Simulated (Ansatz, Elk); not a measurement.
## How Ba2PF (model structure) absorbs and reflects light

Aim: the dielectric function of Ba2PF (model structure), and the optical constants that follow from it. The cell was made here by substitution or stacking, whether or not such a phase is known. It was built so: All Cl replaced by F and N replaced by P in the R-3m structure of Ba2NCl. The cell is first relaxed with Ansatz.

Calculated with Elk 11.2.3 (patched build); DFT, PBE, all-electron APW+lo, Dirac cores, scalar-relativistic bands, independent-particle optical response without local fields.

### Step 1. The structure

The structure is trigonal, space group R-3m (No. 166). The conventional cell has a = 4.077 Å, b = 4.077 Å, c = 22.636 Å, α = 90.00°, β = 90.00°, γ = 120.00°. Nearest to Ba lie 3 P at 2.77 Å and 3 F at 3.30 Å. Nearest to P lie 6 Ba at 2.77 Å. F has 6 Ba at 3.30 Å nearest. Farther neighbours, and contacts between anions beyond the nearest, are not listed.

Coordinates:

```cif
data_structure
_symmetry_space_group_name_H-M 'P 1'
_symmetry_Int_Tables_number 1
_cell_length_a 7.9038
_cell_length_b 7.9038
_cell_length_c 7.9038
_cell_angle_alpha 29.891
_cell_angle_beta 29.891
_cell_angle_gamma 29.891
_cell_volume 108.60
loop_
_atom_site_label
_atom_site_type_symbol
_atom_site_fract_x
_atom_site_fract_y
_atom_site_fract_z
_atom_site_occupancy
Ba1 Ba 0.76854 0.76854 0.76854 1
Ba2 Ba 0.23146 0.23146 0.23146 1
P3 P 0.50000 0.50000 0.50000 1
F4 F 0.00000 0.00000 0.00000 1
```

### Step 2. Relaxation

Spectra hang on bond lengths, so the cell is first brought to its minimum.

This step: DFT, PBE, plane-wave PAW, default files, scalar-relativistic, relaxation (Ansatz 0.2.0).

The input, input.yaml:

```yaml
crystal:
  lattice:
    - [2.0383775897, 1.1768578501, 7.54520794]
    - [-2.0383775897, 1.1768578501, 7.54520794]
    - [0.0, -2.3537157003, 7.54520794]
  atoms:
    - { symbol: Ba, position: [0.76854418, 0.76854418, 0.76854418] }
    - { symbol: Ba, position: [0.23145582, 0.23145582, 0.23145582] }
    - { symbol: P, position: [0.5, 0.5, 0.5] }
    - { symbol: F, position: [0.0, 0.0, 0.0] }
kpoints:
  mp_grid: { grid: [7, 7, 7] }
scf:
  occupations: { method: fermi_dirac, width: 0.05 }
hamiltonian:
  xc: pbe
output:
  forces: true
  stress: true
relax:
  f_tol: 0.02
  max_steps: 50
  cell: {}
```

Command:

```console
ansatz run input.yaml --threads 4 --pin off --max-ram 8192MiB --backend cpu --events-out ev --progress --plain --runs-dir out
```

The log of the run:

```text
basis.fft_grid_basis auto: the FFT boxes are laid along the combinations [[1, 0, -1], [0, 1, -1], [0, 0, 1]] of the cell's own vectors, 4.077, 4.077 and 7.904 Å long. The dense box has 30×30×54 points. Along the cell's own vectors, as sized, it would have 54×54×54, 3.24 times as many. Of the 12 symmetry operations that the crystal satisfies within crystal.symmetry.tolerance (time reversal apart; of a slab, those that [...]
Engine: ansatz 0.2.0, aarch64-unknown-linux-gnu
Pseudopotentials: kind: paw
Pseudopotential: Ba, paw, valence charge 10, recommended cutoff 420 eV (normal), Ba.paw.azcp
Pseudopotential: P, paw, valence charge 5, recommended cutoff 420 eV (normal), P.paw.azcp
Pseudopotential: F, paw, valence charge 7, recommended cutoff 420 eV (normal), F.paw.azcp
Functional definition: PBE
  parameter kappa = 0.804
  parameter beta = 0.066725
  exchange = pbe_x(kappa = kappa, mu = beta*pi^2/3)
  correlation = pbe_c(beta = beta)
Crystal: 4 atoms, lattice volume = 108.600 Å³
Basis set: ecut = 420 eV, 2095 PW (Γ), FFT grids on a1−a3, a2−a3, a3, exchange–correlation on 60×60×108 points (8 copies of the dense FFT grid, shifted against one another)
Bands: 20, of which v1, the nominal top of the filled ones, is band 16 counted from 1 (15 counted from 0)
Symmetry: 12 space group operations
Space group: R-3m (ITA 166), of the structure as read, at distance tolerance 4.8e-5 Å
k-points: 44 of 343
Non-local potential: Ba, projectors of the file, l = 0: 3, l = 1: 2, l = 2: 2, l = 3: 2
Non-local potential: P, projectors of the file, l = 0: 2, l = 1: 2, l = 2: 2
Non-local potential: F, projectors of the file, l = 0: 2, l = 1: 2, l = 2: 1
PAW form: soft (Blöchl's): semilocal exchange-correlation on the pseudo side does not see the compensation charge
PAW one-centre angular grid: Ba, 194 points (default); XC on 64 Gauss nodes
PAW one-centre angular grid: P, 110 points (default); XC on 64 Gauss nodes
PAW one-centre angular grid: F, 110 points (default); XC on 64 Gauss nodes
Initial density: superposition of atomic densities (neutral atoms: chi_scale 0, normalization atom), corrected by the library's trained network
Initial wavefunctions: pseudopotential atomic-orbital guess
Functional: x = pbe(κ = 0.804, μ = 0.219515), c = pbe(β = 0.066725)
SCF iter   1: F=—  HF=-13465.778674 eV  |F-HF|=—  |Δ(HF+E_count)|=         —  Δρ=3.56e-3  dr2=1.50e-2  ethr=1.77e-3  ⟨swp⟩=8.5  Hψ=5853  notcnv=0
preconditioner: auto → Resta (q_TF=auto, 2.226 Å⁻¹)  ε∞=4.1  [insulator: Δε(μ)=1.042 eV  Ē_g=10.238 eV  σ=0.050 eV  W_gap=1.00  n_scr=22 (ndim 8)  ℏωp=18.2 eV  f_vac=0.070  D(μ)=0.00/eV (n_scr^D=0)  ε∞_Penn≈4.1]
SCF iter   2: F=—  HF=-13465.776820 eV  |F-HF|=—  |Δ(HF+E_count)|=   1.85e-3  Δρ=2.02e-3  dr2=3.11e-3  ethr=4.68e-5  ⟨swp⟩=2.0  Hψ=1661  notcnv=0
SCF iter   3: F=—  HF=-13465.776989 eV  |F-HF|=—  |Δ(HF+E_count)|=   1.69e-4  Δρ=9.36e-4  dr2=1.03e-3  ethr=9.73e-6  ⟨swp⟩=2.0  Hψ=1377  notcnv=0
SCF iter   4: F=—  HF=-13465.777113 eV  |F-HF|=—  |Δ(HF+E_count)|=   1.25e-4  Δρ=2.25e-4  dr2=6.84e-5  ethr=3.23e-6  ⟨swp⟩=2.2  Hψ=1236  notcnv=0
SCF iter   5: F=—  HF=-13465.777139 eV  |F-HF|=—  |Δ(HF+E_count)|=   2.55e-5  Δρ=6.17e-5  dr2=3.71e-6  ethr=2.14e-7  ⟨swp⟩=3.0  Hψ=1666  notcnv=0
SCF iter   6: F=-13465.777142 eV  HF=-13465.777142 eV  |F-HF|=8.36e-8  |Δ(HF+E_count)|=   3.54e-6  Δρ=9.12e-6  dr2=9.03e-8  ethr=3.13e-10  ⟨swp⟩=4.3  Hψ=4619  notcnv=0
SCF 1 converged in 6 iterations: F = -13465.777142 eV  dr2 = 9.03e-8
  greatest PAW one-centre occupation: 0.957 electrons in one spin orbital (limit 2), on the Ba atom at site 1 (counted from 0), in its partial waves of l = 0
relax step   1: F+E_penalty+E_count = -13465.77714241 eV  Δ(F+E_penalty+E_count) = +0.000e0 eV  max|allowed force component| = 5.160e0 eV/Å  Δτ_max = 0.0000 Å  P = +17.635 GPa  Ω = 108.600 Å³  (6 SCF iters, dr2 threshold 1.00e-7 eV, accepted)
Crystal: 4 atoms, lattice volume = 114.865 Å³
Basis set: ecut = 420 eV, 2227 PW (Γ), FFT grids on a1−a3, a2−a3, a3, exchange–correlation on 60×60×108 points (8 copies of the dense FFT grid, shifted against one another)
Initial density: handed on by an earlier stage of this run
Initial wavefunctions: those handed on with the density
SCF iter   1: F=—  HF=-13467.986550 eV  |F-HF|=—  |Δ(HF+E_count)|=         —  Δρ=1.90e-2  dr2=1.48e0  ethr=3.10e-3  ⟨swp⟩=8.8  Hψ=5528  notcnv=0
preconditioner: auto → Resta (q_TF=auto, 2.205 Å⁻¹)  ε∞=4.0  [insulator: Δε(μ)=0.690 eV  Ē_g=10.281 eV  σ=0.050 eV  W_gap=1.00  n_scr=22 (ndim 8)  ℏωp=17.7 eV  f_vac=0.036  D(μ)=0.01/eV (n_scr^D=0)  ε∞_Penn≈4.0]
SCF iter   2: F=—  HF=-13467.679204 eV  |F-HF|=—  |Δ(HF+E_count)|=   3.07e-1  Δρ=6.73e-3  dr2=1.22e-1  ethr=3.10e-3  ⟨swp⟩=3.0  Hψ=1685  notcnv=0
SCF iter   3: F=—  HF=-13467.657500 eV  |F-HF|=—  |Δ(HF+E_count)|=   2.17e-2  Δρ=3.20e-3  dr2=1.55e-2  ethr=3.83e-4  ⟨swp⟩=3.8  Hψ=2140  notcnv=0
SCF iter   4: F=—  HF=-13467.654944 eV  |F-HF|=—  |Δ(HF+E_count)|=   2.56e-3  Δρ=1.54e-3  dr2=2.40e-3  ethr=4.84e-5  ⟨swp⟩=2.1  Hψ=1721  notcnv=0
SCF iter   5: F=—  HF=-13467.654567 eV  |F-HF|=—  |Δ(HF+E_count)|=   3.77e-4  Δρ=3.04e-4  dr2=1.40e-4  ethr=7.50e-6  ⟨swp⟩=2.0  Hψ=1564  notcnv=0
SCF iter   6: F=—  HF=-13467.654561 eV  |F-HF|=—  |Δ(HF+E_count)|=   6.19e-6  Δρ=1.00e-4  dr2=1.12e-5  ethr=4.38e-7  ⟨swp⟩=2.8  Hψ=1596  notcnv=0
SCF iter   7: F=-13467.654564 eV  HF=-13467.654563 eV  |F-HF|=5.72e-7  |Δ(HF+E_count)|=   2.79e-6  Δρ=1.69e-5  dr2=2.99e-7  ethr=1.25e-9  ⟨swp⟩=5.0  Hψ=4900  notcnv=0
SCF 2 converged in 7 iterations: F = -13467.654564 eV  dr2 = 2.99e-7
  greatest PAW one-centre occupation: 0.956 electrons in one spin orbital (limit 2), on the Ba atom at site 1 (counted from 0), in its partial waves of l = 0
relax step   2: F+E_penalty+E_count = -13467.65456394 eV  Δ(F+E_penalty+E_count) = -1.877e0 eV  max|allowed force component| = 2.082e0 eV/Å  Δτ_max = 0.1950 Å  P = +6.730 GPa  Ω = 114.865 Å³  energy of the carried Pulay correction = -4.418e-3 eV  (7 SCF iters, dr2 threshold 4.00e-7 eV, accepted)
Crystal: 4 atoms, lattice volume = 118.703 Å³
Basis set: ecut = 420 eV, 2317 PW (Γ), FFT grids on a1−a3, a2−a3, a3, exchange–correlation on 60×60×108 points (8 copies of the dense FFT grid, shifted against one another)
iter 1 solved again at ethr=1.27e-3 eV; its pass at ethr=3.10e-3 eV (dr2=4.08e-1 eV) is discarded
SCF iter   1: F=—  HF=-13468.324458 eV  |F-HF|=—  |Δ(HF+E_count)|=         —  Δρ=1.04e-2  dr2=4.14e-1  ethr=1.27e-3  ⟨swp⟩=1.1  Hψ=7349  notcnv=0
[...]
SCF iter   5: F=—  HF=-13468.237864 eV  |F-HF|=—  |Δ(HF+E_count)|=   4.40e-6  Δρ=2.46e-4  dr2=5.81e-5  ethr=3.43e-6  ⟨swp⟩=2.1  Hψ=1436  notcnv=0
SCF iter   6: F=—  HF=-13468.237881 eV  |F-HF|=—  |Δ(HF+E_count)|=   1.76e-5  Δρ=4.80e-5  dr2=5.41e-6  ethr=1.81e-7  ⟨swp⟩=2.0  Hψ=1584  notcnv=0
SCF iter   7: F=—  HF=-13468.237882 eV  |F-HF|=—  |Δ(HF+E_count)|=   4.93e-7  Δρ=1.92e-5  dr2=5.85e-7  ethr=1.69e-8  ⟨swp⟩=2.6  Hψ=1797  notcnv=0
SCF iter   8: F=-13468.237882 eV  HF=-13468.237882 eV  |F-HF|=6.48e-8  |Δ(HF+E_count)|=   2.06e-7  Δρ=4.39e-6  dr2=3.18e-8  ethr=1.25e-9  ⟨swp⟩=5.6  Hψ=4097  notcnv=0
SCF 3 converged in 8 iterations: F = -13468.237882 eV  dr2 = 3.18e-8
relax step   3: F+E_penalty+E_count = -13468.23788184 eV  Δ(F+E_penalty+E_count) = -5.833e-1 eV  max|allowed force component| = 7.080e-1 eV/Å  Δτ_max = 0.1325 Å  P = +2.126 GPa  Ω = 118.703 Å³  energy of the carried Pulay correction = -7.004e-3 eV  (8 SCF iters, dr2 threshold 4.00e-7 eV, accepted)
[... from here on, the SCF cycles and remarks between the steps are left out ...]
relax step   4: F+E_penalty+E_count = -13468.36318525 eV  Δ(F+E_penalty+E_count) = -1.253e-1 eV  max|allowed force component| = 3.187e-1 eV/Å  Δτ_max = 0.0695 Å  P = +0.354 GPa  Ω = 120.105 Å³  energy of the carried Pulay correction = -7.928e-3 eV  (7 SCF iters, dr2 threshold 4.00e-7 eV, accepted)
relax step   5: F+E_penalty+E_count = -13468.37921977 eV  Δ(F+E_penalty+E_count) = -1.603e-2 eV  max|allowed force component| = 3.794e-2 eV/Å  Δτ_max = 0.0460 Å  P = -0.170 GPa  Ω = 119.632 Å³  energy of the carried Pulay correction = -7.618e-3 eV  (7 SCF iters, dr2 threshold 4.00e-7 eV, accepted)
relax step   6: F+E_penalty+E_count = -13468.38143047 eV  Δ(F+E_penalty+E_count) = -2.211e-3 eV  max|allowed force component| = 1.247e-3 eV/Å  Δτ_max = 0.0151 Å  P = -0.093 GPa  Ω = 118.796 Å³  energy of the carried Pulay correction = -7.066e-3 eV  (6 SCF iters, dr2 threshold 1.97e-7 eV, accepted)
relax step   7: F+E_penalty+E_count = -13468.38178129 eV  Δ(F+E_penalty+E_count) = -3.508e-4 eV  max|allowed force component| = 1.880e-3 eV/Å  Δτ_max = 0.0035 Å  P = -0.010 GPa  Ω = 118.439 Å³  energy of the carried Pulay correction = -6.830e-3 eV  (6 SCF iters, dr2 threshold 2.36e-8 eV, accepted)
relax step   8: F+E_penalty+E_count = -13468.42250346 eV  Δ(F+E_penalty+E_count) = -4.072e-2 eV  max|allowed force component| = 3.319e-3 eV/Å  Δτ_max = 0.0000 Å  P = +0.486 GPa  Ω = 118.439 Å³  stress off target by 7.06e-1 GPa  SCF on the basis re-selected at this cell (its energy is not comparable with the rows above)  (8 SCF iters)
relax step   9: F+E_penalty+E_count = -13468.42686234 eV  Δ(F+E_penalty+E_count) = -4.359e-3 eV  max|allowed force component| = 2.079e-2 eV/Å  Δτ_max = 0.0010 Å  P = +0.118 GPa  Ω = 119.526 Å³  energy of the carried Pulay correction = -7.298e-4 eV  (6 SCF iters, dr2 threshold 4.00e-7 eV, accepted)
relax step  10: F+E_penalty+E_count = -13468.42677412 eV  Δ(F+E_penalty+E_count) = +8.822e-5 eV  max|allowed force component| = 8.453e-4 eV/Å  Δτ_max = 0.0013 Å  P = -0.003 GPa  Ω = 119.839 Å³  energy of the carried Pulay correction = -9.541e-4 eV  (6 SCF iters, dr2 threshold 3.60e-8 eV, accepted)
Basis set: ecut = 420 eV, 2345 PW (Γ), FFT grids on a1−a3, a2−a3, a3, exchange–correlation on 64×64×100 points (8 copies of the dense FFT grid, shifted against one another)
iter 1 solved again at ethr=4.08e-6 eV; its pass at ethr=3.10e-3 eV (dr2=1.31e-3 eV) is discarded
SCF iter   1: F=—  HF=-13468.427922 eV  |F-HF|=—  |Δ(HF+E_count)|=         —  Δρ=8.22e-5  dr2=1.20e-6  ethr=4.08e-6  ⟨swp⟩=2.5  Hψ=7686  notcnv=0
eigensolver tolerance schedule: the retry pair's looser diagonalisation over-reported the residual by 1091.22 of it (diagonalisation noise at an unbounded share of the residual, at the tolerance the schedule requests for it); recorded, not acted on — ethr = c·dr2/N_el stays at c = 1.0e-1
preconditioner: auto → Resta (q_TF=auto, 2.189 Å⁻¹)  ε∞=3.7  [insulator: Δε(μ)=1.197 eV  Ē_g=10.461 eV  σ=0.050 eV  W_gap=1.00  n_scr=22 (ndim 8)  ℏωp=17.3 eV  f_vac=0.000  D(μ)=0.00/eV (n_scr^D=0)  ε∞_Penn≈3.7]
SCF iter   2: F=—  HF=-13468.427918 eV  |F-HF|=—  |Δ(HF+E_count)|=   4.19e-6  Δρ=3.88e-5  dr2=5.01e-7  ethr=3.74e-9  ⟨swp⟩=3.0  Hψ=1702  notcnv=0
SCF iter   3: F=—  HF=-13468.427921 eV  |F-HF|=—  |Δ(HF+E_count)|=   2.75e-6  Δρ=1.96e-5  dr2=6.13e-8  ethr=1.57e-9  ⟨swp⟩=2.0  Hψ=1400  notcnv=0
SCF iter   4: F=—  HF=-13468.427921 eV  |F-HF|=—  |Δ(HF+E_count)|=   7.91e-7  Δρ=1.30e-6  dr2=2.43e-9  ethr=1.91e-10  ⟨swp⟩=2.0  Hψ=1427  notcnv=0
SCF iter   5: F=—  HF=-13468.427921 eV  |F-HF|=—  |Δ(HF+E_count)|=  7.28e-12  Δρ=6.56e-7  dr2=4.26e-10  ethr=7.60e-12  ⟨swp⟩=2.0  Hψ=1083  notcnv=0
SCF iter   6: F=-13468.427921 eV  HF=-13468.427921 eV  |F-HF|=2.36e-11  |Δ(HF+E_count)|=  2.47e-10  Δρ=1.32e-7  dr2=2.64e-11  ethr=1.00e-12  ⟨swp⟩=4.0  Hψ=4349  notcnv=0
SCF 11 converged in 6 iterations: F = -13468.427921 eV  dr2 = 2.64e-11
relax step  11: F+E_penalty+E_count = -13468.42792135 eV  Δ(F+E_penalty+E_count) = -1.147e-3 eV  max|allowed force component| = 9.137e-4 eV/Å  Δτ_max = 0.0000 Å  P = +0.003 GPa  Ω = 119.839 Å³  stress off target by 1.78e-2 GPa  SCF on the basis re-selected at this cell (its energy is not comparable with the rows above)  (6 SCF iters)
basis re-selected at this cell: Δ(F+E_penalty+E_count) = -1.147e-3 eV, ΔP = +0.006 GPa vs the last step (what re-selecting the basis moved, of the pressure what is left beyond the Pulay correction that the steps carried, after the strain that the cell walked since its last selection, with what the two solves' SCF thresholds leave and, on support functions, any second-order correction that the steps lacked; it is no measure of the basis error at this ecutwfc). The dense FFT grid was sized anew with the basis: this SCF ran on 32×32×50 points, the steps before it on 30×30×50, so part of this shift can come from that change (see relax.cell in the input reference). [rest of the remark cut]
SCF converged after 6 iterations
Free energy (F): -13468.427921 eV
Harris-Foulkes:  -13468.427921 eV  (|F-HF|=2.36e-11)
Internal energy: -13468.427920 eV  (E = F + TS)
E sigma→0 (E₀):  -13468.427921 eV
Entropy (-TS):   -0.000001 eV (-0.000 meV/atom)
Fermi energy:    7.512923 eV
--- Per-component energies (eV) ---
  E_band       = -126.935662
  E_kinetic    = 613.734163
  E_local      = -1323.888089  (includes V_loc(G=0)·N_el)
  E_nonlocal   = 221.407245
  E_hartree    = 471.492074
  E_xc         = -479.255087
  E_vxc        = -436.556651  (∫ρ·V_xc dr)
  E_paw        = -11221.139261  (= ΣΔE_a)
  E_vpaw       = -144.618546  (= ΣTr[D̂ρ^β])
  E_aug_tail   = 0.002042  (compensation charges beyond the density's cutoff)
  E_ewald      = -1750.781007
  E_smearing   = -0.000001  (= −TS)
  E_closure    = 0.000000  (closes the sum)
  Σ components = -13468.427921   (vs F -13468.427921, Δ=0.00e0)
--- Forces (eV/Å), atoms counted from 1 ---
  atom   1  Ba    -0.00000000    -0.00000000     0.00091373
  atom   2  Ba     0.00000000     0.00000000    -0.00091373
  atom   3  P     -0.00000000     0.00000000     0.00000000
  atom   4  F     -0.00000000     0.00000000    -0.00000000
  max |Σ_I F_I| component: 1.16e-18 eV/Å
--- Stress (GPa, compression-positive) ---
        0.013695       0.000000      -0.000000
        0.000000       0.013695       0.000000
       -0.000000       0.000000      -0.017750
  P = ⅓ Tr σ = 0.0032 GPa (0.032 kbar)
--- Relaxed structure (9 steps of the walk, 9 accepted, 2 SCFs on fresh bases) ---
  F+E_penalty+E_count = -13468.42792135 eV   max|allowed force component| = 9.137e-4 eV/Å   (the final SCF, on the basis selected at the relaxed cell)
  cell:  # Å, volume = 119.8387 Å³
    - [2.255601, 1.302272, 6.799576]
    - [-2.255601, 1.302272, 6.799576]
    - [0, -2.604544, 6.799576]
  atoms:
    - { symbol: Ba, position: [0.748134, 0.748134, 0.748134] }
    - { symbol: Ba, position: [0.251866, 0.251866, 0.251866] }
    - { symbol: P, position: [0.500000, 0.500000, 0.500000] }
    - { symbol: F, position: [3.149297e-19, 3.149297e-19, 3.149297e-19] }
```

Run time: 15 s. Hardware: 4 threads of Arm Neoverse V2, shared host; peak memory 0.47 GiB.

In the SCF lines HF is the Harris–Foulkes energy and dr2 the Hartree energy of the density residual, in eV; the loop may stop once dr2 is under the threshold and the program's other checks hold. Hψ counts applications of the Hamiltonian.

Step by step:

| step | energy less that of the first step (eV) | largest force component (eV/Å) | pressure (GPa) | volume (Å³) |
| --- | --- | --- | --- | --- |
| 1 | 0.0000 | 5.1596 | 17.64 | 108.60 |
| 2 | -1.8774 | 2.0818 | 6.73 | 114.87 |
| 3 | -2.4607 | 0.7080 | 2.13 | 118.70 |
| 4 | -2.5860 | 0.3187 | 0.35 | 120.10 |
| 5 | -2.6021 | 0.0379 | -0.17 | 119.63 |
| 6 | -2.6043 | 0.0012 | -0.09 | 118.80 |
| 7 | -2.6046 | 0.0019 | -0.01 | 118.44 |
| 8* | -2.6454 | 0.0033 | 0.49 | 118.44 |
| 9 | -2.6497 | 0.0208 | 0.12 | 119.53 |
| 10 | -2.6496 | 0.0008 | 0.00 | 119.84 |
| 11* | -2.6508 | 0.0009 | 0.00 | 119.84 |

Relaxation steps marked * repeat the geometry before them on a plane-wave basis chosen anew for their cell, so energy and pressure can jump there.

The run keeps the 12 symmetry operations that the program found, so distortions that break them were not tested.

```csv
"conventional cell, symmetrised",before,after,change
a (Å),4.077,4.511,+10.7 %
b (Å),4.077,4.511,+10.7 %
c (Å),22.636,20.399,-9.9 %
volume (Å³/atom),27.15,29.96,+10.3 %
```

The atoms that moved most (Å, as changes of fractional coordinates times the final cell):

| atom | dx | dy | dz | length |
| --- | --- | --- | --- | --- |
| Ba1 | 0.000 | 0.000 | -0.416 | 0.416 |
| Ba2 | 0.000 | 0.000 | 0.416 | 0.416 |

The relaxed structure:

```cif
data_structure
_symmetry_space_group_name_H-M 'P 1'
_symmetry_Int_Tables_number 1
_cell_length_a 7.2813
_cell_length_b 7.2813
_cell_length_c 7.2813
_cell_angle_alpha 36.092
_cell_angle_beta 36.092
_cell_angle_gamma 36.092
_cell_volume 119.84
loop_
_atom_site_label
_atom_site_type_symbol
_atom_site_fract_x
_atom_site_fract_y
_atom_site_fract_z
_atom_site_occupancy
Ba1 Ba 0.74813 0.74813 0.74813 1
Ba2 Ba 0.25187 0.25187 0.25187 1
P3 P 0.50000 0.50000 0.50000 1
F4 F 0.00000 0.00000 0.00000 1
```

The relaxation ends with a largest force component of 9.1e-4 eV/Å and a pressure of 0.00 GPa.

[end of part 1 of 3]

[Long decimals in the printed logs are rounded to 6 places.]

[Machine, clock and banner lines and Python warnings are left out of the logs.]

[Logs are printed without paths, hosts, clocks, repeated set-up lines and the standing remarks that a program may print on its own settings, such as how far it seeks lower states.]

[Hosts, paths, dates, database ids (printed as entryN), source tags and the programs' standing remarks are cut or masked in the printed files.]

[Where Elk ran, warnings of its patched build on accuracy (core leakage, angular cutoffs, spin-orbit splittings, empty states, lower magnetic states) are left out.]

[Where the starting crystal was built by hand or by swapping elements, it need not be the compound's stable phase.]

[The count of steps not shown may lack steps that the program refused or didn't finish.]
